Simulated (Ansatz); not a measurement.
# NbInO4 (P2/c): given cell or relaxed cell?

Wanted: the change of the gap of NbInO4 (P2/c) on relaxing cell and ions.

Calculated with Ansatz 0.2.0; r2SCAN, HSE06 and G0W0, plane waves, PAW.

**Experimental background.**

- Gap 4.7 eV: direct gap from Elliott-Toyozawa fit; diffuse reflectance; 300 K; powder (“Accurate Determination of the Band-Gap Energy of the Rare-Earth Niobate Series”, 2024, arxiv:2401.13477).

## Step 1: The starting structure

It takes space group P2/c (No. 13, monoclinic). The conventional cell has a = 4.835 Å, b = 5.771 Å, c = 5.144 Å, α = 90.00°, β = 91.13°, γ = 90.00°. Nearest to Nb lie 6 O at 1.88 to 2.15 Å. Nearest to In lie 6 O at 2.10 to 2.23 Å. Nearest to O lie 1 Nb at 1.88 Å and 2 In at 2.15 to 2.23 Å. Nearest to O lie 2 Nb at 1.98 to 2.15 Å and 1 In at 2.10 Å. Farther neighbours, and contacts between anions beyond the nearest, are not listed.

Structure file:

```cif
data_structure
_symmetry_space_group_name_H-M 'P2/c'
_symmetry_Int_Tables_number 13
_cell_length_a 4.8355
_cell_length_b 5.7709
_cell_length_c 5.1440
_cell_angle_alpha 90.000
_cell_angle_beta 91.130
_cell_angle_gamma 90.000
_cell_volume 143.52
loop_
_atom_site_label
_atom_site_type_symbol
_atom_site_symmetry_multiplicity
_atom_site_Wyckoff_symbol
_atom_site_fract_x
_atom_site_fract_y
_atom_site_fract_z
_atom_site_occupancy
Nb1 Nb 2 e 0.00000 0.17790 0.25000 1
In1 In 2 f 0.50000 0.68250 0.25000 1
O1 O 4 g 0.26000 0.61800 0.90100 1
O2 O 4 g 0.21700 0.89800 0.43800 1
```

The cell and positions come from the Crystallography Open Database and are kept as given unless a step says otherwise. The default PAW set here is soft_2. Its files were made with PBE.

## Step 2: r2SCAN bands at the given cell

Levels along a band path, at the cheap level, show where the edges lie and whether the meshes to come will hold them.

This step: DFT, r2SCAN, plane waves, PAW.

Input file input.yaml:

```yaml
crystal:
  lattice:
    - [4.8355, 0.0, 0.0]
    - [0.0, 5.7709, 0.0]
    - [-0.1014445258, 0.0, 5.1429996119]
  atoms:
    - { symbol: Nb, position: [0.0, 0.1779, 0.25] }
    - { symbol: Nb, position: [0.0, 0.8221, 0.75] }
    - { symbol: In, position: [0.5, 0.6825, 0.25] }
    - { symbol: In, position: [0.5, 0.3175, 0.75] }
    - { symbol: O, position: [0.26, 0.618, 0.901] }
    - { symbol: O, position: [0.74, 0.618, 0.599] }
    - { symbol: O, position: [0.74, 0.382, 0.099] }
    - { symbol: O, position: [0.26, 0.382, 0.401] }
    - { symbol: O, position: [0.217, 0.898, 0.438] }
    - { symbol: O, position: [0.783, 0.898, 0.062] }
    - { symbol: O, position: [0.783, 0.102, 0.562] }
    - { symbol: O, position: [0.217, 0.102, 0.938] }
kpoints:
  mp_grid: { grid: [6, 4, 4] }
  band_path:
    path:
      - [0.0, 0.0, 0.0]
      - [0.0, 0.5, 0.0]
      - [0.0, 0.5, 0.5]
      - [0.0, 0.0, 0.5]
      - [0.0, 0.0, 0.0]
      - [-0.5, 0.0, 0.5]
      - [-0.5, 0.5, 0.5]
      - [0.0, 0.5, 0.0]
      - [-0.5, 0.5, 0.0]
      - [-0.5, 0.0, 0.0]
      - [0.0, 0.0, 0.0]
    npoints: 10
hamiltonian:
  xc: r2scan
scf:
  occupations: { method: fermi_dirac, width: 0.02 }
  n_extra_bands: 8
output:
  eigenvalues: true
  forces: true
  stress: true
```

Command:

```bash
$ ansatz run input.yaml --threads 24 --pin off --max-ram 82944MiB --backend cuda --events-out ev --progress --plain --runs-dir out --devices 1 --max-vram 78GiB
```

Output:

```text
scf.n_extra_bands = 8 over 50 filled bands (N_el = 100.0): the run solves 58 bands
GPUs: using 1 of 1 available (devices: 1).
Engine: ansatz 0.2.0, aarch64-unknown-linux-gnu
Pseudopotentials: kind: paw
Pseudopotential: Nb, paw, valence charge 13, recommended cutoff 500 eV (meta_gga), Nb.paw.azcp
Pseudopotential: In, paw, valence charge 13, recommended cutoff 500 eV (meta_gga), In.paw.azcp
Pseudopotential: O, paw, valence charge 6, recommended cutoff 500 eV (meta_gga), O.paw.azcp
Functional definition: r2SCAN
  parameter k0 = 0.174
  parameter k1 = 0.065
  parameter a1 = 4.9479
  exchange = r2scan_x(k0 = k0, k1 = k1, a1 = a1)
  correlation = r2scan_c
device memory: the entry about to start is reckoned to put 6.1 GiB on a device that reports 158.6 GiB free (of which the cap on the GPU budget leaves the run 78.0 GiB)
GPU FFT provider: cuFFT
GPU libraries: cuBLAS 13.8.1, cuFFT 12.4.0, cuSOLVER 12.3.2
GPU matrix products: emulated (plane waves: as basis.precision tells), large ones in fixed point in workspaces of 1.00 GiB
Crystal: 12 atoms, lattice volume = 143.516 Å³
Basis set: ecut = 500 eV, 3649 PW (Γ), exchange–correlation on 144×180×160 points (64 copies of the dense FFT grid, shifted against one another)
Bands: 58, of which v1, the nominal top of the filled ones, is band 50 counted from 1 (49 counted from 0)
Symmetry: 4 space group operations
Space group: P2/c (ITA 13), of the structure as read, at distance tolerance 5.2e-5 Å
k-points: 42 of 96
Non-local potential: Nb, projectors of the file, l = 0: 3, l = 1: 2, l = 2: 2, l = 3: 1
Non-local potential: In, projectors of the file, l = 0: 2, l = 1: 2, l = 2: 2, l = 3: 2
Non-local potential: O, projectors of the file, l = 0: 2, l = 1: 2, l = 2: 1
PAW form: soft (Blöchl's): semilocal exchange-correlation on the pseudo side does not see the compensation charge
PAW frozen core: Nb, regenerated for the run's functional (the file was generated under x = pbe(κ = 0.804, μ = 0.219515), c = pbe(β = 0.066725))
PAW frozen core: In, regenerated for the run's functional (the file was generated under x = pbe(κ = 0.804, μ = 0.219515), c = pbe(β = 0.066725))
PAW frozen core: O, regenerated for the run's functional (the file was generated under x = pbe(κ = 0.804, μ = 0.219515), c = pbe(β = 0.066725))
PAW one-centre angular grid: Nb, 590 points (default); XC on 160 Gauss nodes
PAW one-centre angular grid: In, 590 points (default); XC on 289 of its mesh's 2783 points in the sphere
PAW one-centre angular grid: O, 302 points (default); XC on 160 Gauss nodes
Initial density: superposition of atomic densities (neutral atoms: chi_scale 0, normalization atom), corrected by the library's trained network
Initial wavefunctions: pseudopotential atomic-orbital guess
[...]
SCF iter   7: F=—  HF=-24908.869775 eV  |F-HF|=—  |Δ(HF+E_count)|=   2.30e-4  Δρ=1.72e-5  dr2=4.83e-7  dr2_τ=3.67e-8  ethr=9.71e-9  ⟨swp⟩=2.0  Hψ=3838  notcnv=0  defer=84
SCF iter   8: F=-24908.869775 eV  HF=-24908.869775 eV  |F-HF|=1.18e-9  |Δ(HF+E_count)|=   1.01e-7  Δρ=4.02e-6  dr2=3.29e-8  dr2_τ=2.09e-9  ethr=1.00e-10  ⟨swp⟩=10.4  Hψ=9548  notcnv=0
SCF 1 converged in 8 iterations: F = -24908.869775 eV  dr2 = 3.29e-8
[...]
device memory: the entry about to start is reckoned to put 11.0 GiB on a device that reports 158.6 GiB free (of which the cap on the GPU budget leaves the run 78.0 GiB)
NSCF: frozen V_eff on 101 k-points, pencils in batches of 32, up to order 256
SCF converged after 8 iterations
Free energy (F): -24908.869775 eV
Harris-Foulkes:  -24908.869775 eV  (|F-HF|=1.18e-9)
Internal energy: -24908.869775 eV  (E = F + TS)
E sigma→0 (E₀):  -24908.869775 eV
Fermi energy:    10.525687 eV
--- Per-component energies (eV) ---
  E_band       = -379.936242
  E_kinetic    = 2690.843805
  E_local      = -6467.150155  (includes V_loc(G=0)·N_el)
  E_nonlocal   = 1352.364405
  E_hartree    = 2315.123992
  E_xc         = -1325.916673
  E_vxc        = -1527.373519  (∫ρ·V_xc dr)
  E_paw        = -15841.503932  (= ΣΔE_a)
  E_vpaw       = -1156.186227  (= ΣTr[D̂ρ^β])
  E_aug_tail   = 0.008239  (compensation charges beyond the density's cutoff)
  E_vtau       = 97.299933  (kinetic-family band-sum trace: ∫τ·v_τ [+ j·A + Jᵃ·Aᵃ] dr)
  E_ewald      = -7633.930159
  E_core_change = 1.290703  (= ΣΔE_core)
  E_smearing   = -0.000000  (= −TS)
  E_closure    = -0.000000  (closes the sum)
  Σ components = -24908.869775   (vs F -24908.869775, Δ=0.00e0)
--- Forces (eV/Å), atoms counted from 1 ---
  atom   1  Nb     0.00000000     0.01846082     0.00000000
  atom   2  Nb     0.00000000    -0.01846082     0.00000000
  atom   3  In     0.00000000    -0.12508754     0.00000000
  atom   4  In     0.00000000     0.12508754     0.00000000
  atom   5  O     -0.02668579    -0.00958596     0.01245886
  atom   6  O      0.02668579    -0.00958596    -0.01245886
  atom   7  O      0.02668579     0.00958596    -0.01245886
  atom   8  O     -0.02668579     0.00958596     0.01245886
  atom   9  O     -0.15056199     0.04136016     0.11137750
  atom  10  O      0.15056199     0.04136016    -0.11137750
  atom  11  O      0.15056199    -0.04136016    -0.11137750
  atom  12  O     -0.15056199    -0.04136016     0.11137750
  max |Σ_I F_I| component: 2.78e-17 eV/Å
--- Stress (GPa, compression-positive) ---
        2.100547       0.000000       0.247142
        0.000000       2.190078       0.000000
        0.247137       0.000000       1.666278
  P = ⅓ Tr σ = 1.9856 GPa (19.856 kbar)
--- Band table (eV; the first three rows and the last of 42) ---
  k-point 0: bands = [... 46 lower, 8.0940, 8.1228, 8.4301, 8.4670, 12.6602, 13.1299, 13.1873, 13.2419, ... 4 higher]
  k-point 1: bands = [... 46 lower, 8.1603, 8.2559, 8.4361, 8.4628, 12.5983, 12.7977, 13.1409, 13.1437, ... 4 higher]
  k-point 2: bands = [... 46 lower, 8.1933, 8.1933, 8.3839, 8.3839, 12.5509, 12.5509, 13.1723, 13.1723, ... 4 higher]
  k-point 41: bands = [... 46 lower, 7.7785, 7.7785, 8.2925, 8.2925, 13.1242, 13.1242, 13.1583, 13.1583, ... 4 higher]
```

Elapsed: 2.7 s, on 1 × NVIDIA GB200 (shared by 2 runs) with 24 threads of Arm Neoverse V2, shared host; peak memory 1.1 GiB; 7.7 s of CPU time.

In the SCF lines HF is the Harris–Foulkes energy and dr2 the Hartree energy of the density residual, in eV; the loop may stop once dr2 is under the threshold and the program's other checks hold. Hψ counts applications of the Hamiltonian.

Numbers from this step:

| Item | Value |
| --- | --- |
| pressure | 1.986 GPa |
| filled bands | 50 |
| gap | 3.797 eV |
| valence top at | k = (0.333, 0.000, -0.250) |
| conduction bottom at | k = (0.167, 0.000, -0.500) |
| least direct gap | 3.939 eV |

The gap is indirect, with the least direct gap 0.14 eV higher.

## Step 3: Relaxing cell and ions

A relaxation comes first: leftover forces or stress would pass straight into the levels.

input.yaml, the sections that differ from step 2:

```yaml
kpoints:
  mp_grid: { grid: [4, 4, 4] }
scf:
  occupations: { method: fermi_dirac, width: 0.02 }
relax:
  f_tol: 0.01
  max_steps: 60
  cell: {}
# crystal, hamiltonian: as in step 2
# output: removed
```

Output:

```text
[...]
GPUs: using 1 of 1 available (devices: 1).
[...]
Crystal: 12 atoms, lattice volume = 143.516 Å³
Basis set: ecut = 500 eV, 3649 PW (Γ), exchange–correlation on 144×180×160 points (64 copies of the dense FFT grid, shifted against one another)
Bands: 62, of which v1, the nominal top of the filled ones, is band 50 counted from 1 (49 counted from 0)
Symmetry: 4 space group operations
[...]
k-points: 30 of 64
[...]
SCF iter   1: F=—  HF=-24908.816748 eV  |F-HF|=—  |Δ(HF+E_count)|=         —  Δρ=1.64e-2  dr2=5.07e-1  dr2_τ=7.16e-1  ethr=1.77e-3  ⟨swp⟩=6.1  Hψ=7405  notcnv=0
[...]
SCF iter   3: F=—  HF=-24908.869784 eV  |F-HF|=—  |Δ(HF+E_count)|=   1.11e-3  Δρ=3.33e-3  dr2=7.76e-3  dr2_τ=7.28e-4  ethr=2.59e-5  ⟨swp⟩=2.2  Hψ=2832  notcnv=0
automatic band count: iteration 3 solves 58 bands in place of 62: the levels show a gap, and the empty bands left out lie too high to hold charge; the band table lists the bands solved (type scf.n_extra_bands for more)
SCF iter   4: F=—  HF=-24908.869703 eV  |F-HF|=—  |Δ(HF+E_count)|=   8.10e-5  Δρ=6.44e-4  dr2=4.63e-4  dr2_τ=7.78e-5  ethr=7.76e-6  ⟨swp⟩=2.2  Hψ=2832  notcnv=0
[...]
SCF iter   8: F=-24908.869721 eV  HF=-24908.869721 eV  |F-HF|=1.74e-9  |Δ(HF+E_count)|=   1.08e-7  Δρ=3.92e-6  dr2=3.01e-8  dr2_τ=1.87e-9  ethr=1.00e-10  ⟨swp⟩=4.0  Hψ=6120  notcnv=0
SCF 1 converged in 8 iterations: F = -24908.869721 eV  dr2 = 3.01e-8
[...]
relax step   1: F+E_penalty+E_count = -24908.86972096 eV  Δ(F+E_penalty+E_count) = +0.000e0 eV  max|allowed force component| = 1.506e-1 eV/Å  Δτ_max = 0.0000 Å  P = +1.985 GPa  Ω = 143.516 Å³  (8 SCF iters, dr2 threshold 1.00e-7 eV, accepted)
[...]
relax step   2: F+E_penalty+E_count = -24908.88245965 eV  Δ(F+E_penalty+E_count) = -1.274e-2 eV  max|allowed force component| = 6.164e-2 eV/Å  Δτ_max = 0.0138 Å  P = -0.217 GPa  Ω = 145.290 Å³  energy of the carried Pulay correction = -1.080e-3 eV  (6 SCF iters, dr2 threshold 1.20e-6 eV, accepted)
[...]
relax step   4: F+E_penalty+E_count = -24908.88363413 eV  Δ(F+E_penalty+E_count) = -2.765e-4 eV  max|allowed force component| = 9.856e-3 eV/Å  Δτ_max = 0.0014 Å  P = +0.023 GPa  Ω = 145.137 Å³  energy of the carried Pulay correction = -9.877e-4 eV  (5 SCF iters, dr2 threshold 1.16e-7 eV, accepted)
[...]
relax step   5: F+E_penalty+E_count = -24908.88462857 eV  Δ(F+E_penalty+E_count) = -9.944e-4 eV  max|allowed force component| = 9.806e-3 eV/Å  Δτ_max = 0.0000 Å  P = +0.018 GPa  Ω = 145.137 Å³  stress off target by 3.75e-2 GPa  SCF on the basis re-selected at this cell (its energy is not comparable with the rows above)  (5 SCF iters)
[...]
--- Forces (eV/Å), atoms counted from 1 ---
  atom   1  Nb     0.00000000     0.00199905    -0.00000000
  atom   2  Nb    -0.00000000    -0.00199905     0.00000000
  atom   3  In     0.00000000    -0.00750132    -0.00000000
  atom   4  In    -0.00000000     0.00750132     0.00000000
  atom   5  O      0.00200653    -0.00251136     0.00980643
  atom   6  O     -0.00200653    -0.00251136    -0.00980643
  atom   7  O     -0.00200653     0.00251136    -0.00980643
  atom   8  O      0.00200653     0.00251136     0.00980643
  atom   9  O     -0.00348202     0.00315673     0.00360507
  atom  10  O      0.00348202     0.00315673    -0.00360507
  atom  11  O      0.00348202    -0.00315673    -0.00360507
  atom  12  O     -0.00348202    -0.00315673     0.00360507
  max |Σ_I F_I| component: 4.34e-19 eV/Å
--- Stress (GPa, compression-positive) ---
        0.023148       0.000000      -0.007997
        0.000000       0.037456      -0.000000
       -0.008002      -0.000000      -0.006514
  P = ⅓ Tr σ = 0.0180 GPa (0.180 kbar)
--- Band table (eV; the first three rows and the last of 30) ---
  k-point 0: bands = [... 46 lower, 7.9110, 7.9543, 8.2644, 8.3125, 12.4699, 12.9287, 13.0171, 13.0622, ... 8 higher]
  k-point 1: bands = [... 46 lower, 7.9818, 8.0880, 8.2711, 8.3028, 12.4021, 12.6066, 12.9524, 12.9604, ... 8 higher]
  k-point 2: bands = [... 46 lower, 8.0277, 8.0277, 8.2081, 8.2081, 12.3596, 12.3596, 12.9893, 12.9893, ... 8 higher]
  k-point 29: bands = [... 46 lower, 7.6314, 7.6314, 8.1411, 8.1411, 12.9356, 12.9356, 12.9605, 12.9605, ... 8 higher]
--- Relaxed structure (4 steps of the walk, 4 accepted, 1 SCFs on fresh bases) ---
  F+E_penalty+E_count = -24908.88462857 eV   max|allowed force component| = 9.806e-3 eV/Å   (the final SCF, on the basis selected at the relaxed cell)
  cell:  # Å, volume = 145.1365 Å³
    - [4.857902, 0.0, 0.0048639]
    - [0.0, 5.797334, 0.0]
    - [-0.096741, 0.0, 5.153372]
  atoms:
    - { symbol: Nb, position: [0.0, 0.178084, 0.25] }
    - { symbol: Nb, position: [5.204170e-18, 0.821916, 0.750000] }
    - { symbol: In, position: [0.500000, 0.681131, 0.25] }
    - { symbol: In, position: [0.500000, 0.318869, 0.750000] }
    - { symbol: O, position: [0.259748, 0.618918, 0.901221] }
    - { symbol: O, position: [0.740252, 0.618918, 0.598779] }
    - { symbol: O, position: [0.740252, 0.381082, 0.098779] }
    - { symbol: O, position: [0.259748, 0.381082, 0.401221] }
    - { symbol: O, position: [0.214844, 0.897251, 0.438349] }
    - { symbol: O, position: [0.785156, 0.897251, 0.061651] }
    - { symbol: O, position: [0.785156, 0.102749, 0.561651] }
    - { symbol: O, position: [0.214844, 0.102749, 0.938349] }
```

It took 3.1 s on 1 × NVIDIA GB200 (shared by 2 runs) with 24 threads; peak memory 1.1 GiB; 11 s of CPU time.

Relaxation path:

```
step  energy less that of the first step (eV)  largest force component (eV/Å)  pressure (GPa)  volume (Å³)
   1                                   0.0000                          0.1506            1.99       143.52
   2                                  -0.0127                          0.0616           -0.22       145.29
   3                                  -0.0136                          0.0277           -0.09       145.21
   4                                  -0.0139                          0.0099            0.02       145.14
   5                                  -0.0149                          0.0098            0.02       145.14
```

Forces are held to the 4 operations that the program found; a distortion that breaks them can't arise in this run.

```
     cell as run  before  after  change
           a (Å)   4.835  4.858  +0.5 %
           b (Å)   5.771  5.797  +0.5 %
           c (Å)   5.144  5.154  +0.2 %
           β (°)   91.13  91.02  -0.1 %
volume (Å³/atom)   11.96  12.09  +1.1 %
```

The atoms that moved most (Å, as changes of fractional coordinates times the final cell):

```
atom      dx      dy      dz  length
  O9  -0.011  -0.004   0.002   0.012
 O10   0.011  -0.004  -0.002   0.012
 O12  -0.011   0.004   0.002   0.012
 O11   0.011   0.004  -0.002   0.012
 In3   0.000  -0.008   0.000   0.008
 In4   0.000   0.008   0.000   0.008
  O6   0.001   0.005  -0.001   0.006
  O5  -0.001   0.005   0.001   0.006
```

Final coordinates:

```cif
data_structure
_symmetry_space_group_name_H-M 'P 1'
_symmetry_Int_Tables_number 1
_cell_length_a 4.8579
_cell_length_b 5.7973
_cell_length_c 5.1543
_cell_angle_alpha 90.000
_cell_angle_beta 91.018
_cell_angle_gamma 90.000
_cell_volume 145.14
loop_
_atom_site_label
_atom_site_type_symbol
_atom_site_fract_x
_atom_site_fract_y
_atom_site_fract_z
_atom_site_occupancy
Nb1 Nb 0.00000 0.17808 0.25000 1
Nb2 Nb 0.00000 0.82192 0.75000 1
In3 In 0.50000 0.68113 0.25000 1
In4 In 0.50000 0.31887 0.75000 1
O5 O 0.25975 0.61892 0.90122 1
O6 O 0.74025 0.61892 0.59878 1
O7 O 0.74025 0.38108 0.09878 1
O8 O 0.25975 0.38108 0.40122 1
O9 O 0.21484 0.89725 0.43835 1
O10 O 0.78516 0.89725 0.06165 1
O11 O 0.78516 0.10275 0.56165 1
O12 O 0.21484 0.10275 0.93835 1
```

## Step 4: r2SCAN at the relaxed cell

Input file input.yaml:

```yaml
crystal:
  lattice:
    - [4.8579023542, 0.0, 0.0048639006]
    - [0.0, 5.7973336394, 0.0]
    - [-0.0967413011, 0.0, 5.1533719563]
  atoms:
    - { symbol: Nb, position: [0.0, 0.178083501, 0.25] }
    - { symbol: Nb, position: [0.0, 0.821916499, 0.75] }
    - { symbol: In, position: [0.5, 0.681130875, 0.25] }
    - { symbol: In, position: [0.5, 0.318869125, 0.75] }
    - { symbol: O, position: [0.2597479426, 0.6189177586, 0.9012214787] }
    - { symbol: O, position: [0.7402520574, 0.6189177586, 0.5987785213] }
    - { symbol: O, position: [0.7402520574, 0.3810822414, 0.0987785213] }
    - { symbol: O, position: [0.2597479426, 0.3810822414, 0.4012214787] }
    - { symbol: O, position: [0.2148441867, 0.8972505646, 0.4383493977] }
    - { symbol: O, position: [0.7851558133, 0.8972505646, 0.0616506023] }
    - { symbol: O, position: [0.7851558133, 0.1027494354, 0.5616506023] }
    - { symbol: O, position: [0.2148441867, 0.1027494354, 0.9383493977] }
kpoints:
  mp_grid: { grid: [6, 4, 4] }
  band_path:
    path:
      - [0.0, 0.0, 0.0]
      - [0.0, 0.5, 0.0]
      - [0.0, 0.5, 0.5]
      - [0.0, 0.0, 0.5]
      - [0.0, 0.0, 0.0]
      - [-0.5, 0.0, 0.5]
      - [-0.5, 0.5, 0.5]
      - [0.0, 0.5, 0.0]
      - [-0.5, 0.5, 0.0]
      - [-0.5, 0.0, 0.0]
      - [0.0, 0.0, 0.0]
    npoints: 10
hamiltonian:
  xc: r2scan
scf:
  occupations: { method: fermi_dirac, width: 0.02 }
  n_extra_bands: 8
output:
  eigenvalues: true
  forces: true
  stress: true
```

Output:

```text
[...]
GPUs: using 1 of 1 available (devices: 1).
[...]
GPU FFT provider: cuFFT
GPU libraries: cuBLAS 13.8.1, cuFFT 12.4.0, cuSOLVER 12.3.2
[...]
Crystal: 12 atoms, lattice volume = 145.137 Å³
Basis set: ecut = 500 eV, 3691 PW (Γ), exchange–correlation on 144×180×160 points (64 copies of the dense FFT grid, shifted against one another)
[...]
k-point 0: bands = [... 46 lower, 7.9110, 7.9544, 8.2644, 8.3125, 12.4699, 12.9288, 13.0172, 13.0623, ... 4 higher]
  k-point 1: bands = [... 46 lower, 7.9818, 8.0880, 8.2712, 8.3028, 12.4022, 12.6067, 12.9524, 12.9604, ... 4 higher]
  k-point 2: bands = [... 46 lower, 8.0277, 8.0277, 8.2081, 8.2081, 12.3597, 12.3597, 12.9894, 12.9894, ... 4 higher]
  k-point 41: bands = [... 46 lower, 7.6314, 7.6314, 8.1412, 8.1412, 12.9356, 12.9356, 12.9605, 12.9605, ... 4 higher]
[key lines of the parts left out:]
SCF converged after 8 iterations
Free energy (F): -24908.884672 eV
Fermi energy:    10.346715 eV
P = ⅓ Tr σ = 0.0185 GPa (0.185 kbar)
```

It took 1.8 s on 1 × NVIDIA GB200 (shared by 2 runs) with 24 threads; peak memory 1.1 GiB.

This step gave:

```
pressure             : 0.01849 GPa
gap                  : 3.769 eV
valence top at       : k = (0.333, 0.000, -0.250)
conduction bottom at : k = (0.167, 0.000, -0.500)
least direct gap     : 3.889 eV
```

The gap is indirect, with the least direct gap 0.12 eV higher.

(Part 1 of 2 ends here.)

[Long decimals in the printed logs are rounded to 6 places.]

[Logs are printed without paths, hosts, clocks, repeated set-up lines and the standing remarks that a program may print on its own settings, such as how far it seeks lower states.]

[Paths, hosts, dates, memory and timing lines, banners, echoed tables and standing remarks are left out of the program output; an Ansatz launch command may be rebuilt from the run's recorded settings. Measured values are a selection of at most five: reports struck by readers or far from the other reports are left out. None is set beside runs whose start may be inverted or whose files or cutoffs have a known fault.]

[Runs of the session that timed out or met a known fault of the program may be left out.]

[Cells called generated may have been cut or substituted from an entry of the Crystallography Open Database or the Materials Project.]

[Hosts, paths, dates, database ids (printed as entryN), source tags and the programs' standing remarks are cut or masked in the printed files.]

[Where the starting crystal was built by hand or by swapping elements, it need not be the compound's stable phase.]
